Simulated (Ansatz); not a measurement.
# Elastic response of random wurtzite alloy of AlN and GaN (72 atoms): runs compared

Aim: relax random wurtzite alloy of AlN and GaN (72 atoms), then change its volume and shape to read moduli from the stress.

Computed with Ansatz 0.2.0: Kohn-Sham DFT, PBE, PAW (set soft_2), plane waves.

## 1. The cell as built

The cell holds 72 atoms: 22 Ga, 36 N and 14 Al. Cell: a = 9.477 Å, b = 9.477 Å, c = 10.212 Å, α = 90.0°, β = 90.0°, γ = 120.0°. It derives from AlN (wurtzite) and GaN, repeated 3×3×2. Wurtzite AlN, 3 x 3 x 2 conventional cells, 22 of 36 Al sites given to Ga at random (x = 0.611), lattice by Vegard's rule (a = 3.159 Å, c = 5.106 Å); not relaxed, displaced by a Gaussian of 0.02 Å.

Limits known from the start: The Brillouin zone is sampled at Γ only.

## 2. The reference run

The reference is a single point at the end of the relaxation.

Every strained cell starts from the geometry of this run, and its atoms are relaxed with the cell held.

Its input, with most atom lines left out:

```yaml
crystal:
  lattice:
    - [9.57197, -0.00028, -0.00067]
    - [-4.78623, 8.2897, 6.0e-05]
    - [-0.00072, -0.00034, 10.27619]
  atoms:
    - { symbol: Ga, position: [0.0026, 0.00199, 0.0008] }
    - { symbol: "N", position: [0.11703, 0.22609, 0.0637] }
    - { symbol: Al, position: [0.11348, 0.22317, 0.24941] }
    - { symbol: "N", position: [0.00651, 0.00402, 0.3061] }
    - { symbol: Ga, position: [0.00103, 0.00153, 0.49854] }
    - { symbol: "N", position: [0.11256, 0.22302, 0.56642] }
    - { symbol: Al, position: [0.11364, 0.22432, 0.75214] }
    [... atom lines 8 to 72 left out ...]
kpoints:
  mp_grid: { grid: [1, 1, 1] }
hamiltonian:
  xc: pbe
scf:
  occupations: { method: fixed }
output:
  forces: true
  stress: true
  populations: true
  dos:
    method: { smearing: { sigma: 0.15 } }
    de: 0.1
    projected: { site_lists: { Al: [Al], Ga: [Ga], "N": ["N"] } }
  eigenvalues: true
  write_density: true
  write_potential: true
  volumetric_format: npy
```

* free energy per atom: -1453.1786 eV/atom
* r.m.s. force component: 0.00071 eV/Å
* pressure: 0.0003839 GPa

Filled and empty levels are parted by 2.50 eV at Γ alone; the mesh holds the band edges only if they fold onto it, so the gap at this level can be narrower or closed, while semilocal functionals tend to narrow gaps against experiment.

## 3. The runs

Each row is one run, on 4 threads of Arm Neoverse V1, shared host. The free energy is the program's total, comparable only between runs with the same functional, potentials and atoms.

```
                                 run  atoms    outcome  ionic steps, all passes  free energy (eV)   time  host memory (GiB)
           Single point at the start     72  converged                        -       -104626.743  7.2 s               1.00
              Cell and atoms relaxed     72  converged                        7       -104628.859   42 s                1.0
Single point at the relaxed geometry     72  converged                        -       -104628.859   12 s                1.1
                         Volume -3 %     72  converged                        2       -104628.410   16 s                1.1
                         Volume +3 %     72  converged                        2       -104628.462   16 s                1.1
                         Volume -6 %     72  converged                        2       -104626.995   17 s                1.1
                         Volume +6 %     72  converged                        2       -104627.349   18 s                1.2
                        Volume -10 %     72  converged                        3       -104623.314   23 s                1.0
            Stretched by 1 % along x     72  converged                        3       -104628.769   26 s                1.1
           Compressed by 1 % along x     72  converged                        3       -104628.774   25 s                1.1
                Sheared by 2 % in xy     72  converged                        3       -104628.738   26 s                1.1
```

In some runs the program notes that the SCF threshold is loose for the stress.

## 4. Pressure against volume

Atoms are relaxed at each volume, in the scaled cell.

```
volume change (%)  volume (Å³/atom)  energy change (meV/atom)  pressure (GPa)  largest move on relaxing (Å)  bonds  gap (eV)
              -10            10.192                     77.01           23.83                          0.01    144                3.27
               -6            10.645                     25.89           12.81                          0.00    144                2.95
               -3            10.985                      6.23            5.91                          0.00    144                2.72
               +0            11.325                      0.00            0.00                             -    144                2.50
               +3            11.665                      5.52           -5.06                          0.00    144                2.29
               +6            12.004                     20.97           -9.36                          0.00    144                2.08
```

## 5. Uniaxial strain and shear

Stress (GPa, compression positive) less that of the relaxed cell, atoms relaxed:

```
                   strain      xx      yy      zz      xy  energy change (meV/atom)
 stretched by 1 % along x  -3.400  -1.150  -0.852  -0.001                      1.25
compressed by 1 % along x   3.543   1.209   0.903  -0.001                      1.18
     sheared by 2 % in xy  -0.039   0.045  -0.014  -2.290                      1.69
```

## 6. Outcome

The bulk modulus, from the slope of pressure against ln V over the three points nearest the relaxed volume, is 183 GPa; a quadratic over all points gives a pressure derivative of about 4.5. The gap goes from 3.27 eV at the smallest volume to 2.08 eV at the largest, -7.3 eV per unit of ln V by a straight line, on the run's k-points. In the Cartesian axes of the cell, finite differences give C11 = 347, C12 = 118, C13 = 87.8 and C66 = 115 GPa (the shear of 2 % is the engineering strain, εxy = 0.01).

Caveats: Strains are finite and relaxations stop at the force tolerance of the input, which can leave moduli too stiff; they are those of a static cell at zero temperature. Volumes are changed with the cell's shape held, so in an anisotropic solid the modulus lies over the one under free hydrostatic load. The program notes that the SCF threshold of the relaxations is loose for the stress. The host structure and its lattice constant were typed by rule, without a check against the phase diagram.

The DFT runs together took 3.8 min of wall time.

[Logs are printed without paths, hosts, clocks, repeated set-up lines and the standing remarks that a program may print on its own settings, such as how far it seeks lower states.]

[Hosts, paths, dates, database ids (printed as entryN), source tags and the programs' standing remarks are cut or masked in the printed files.]
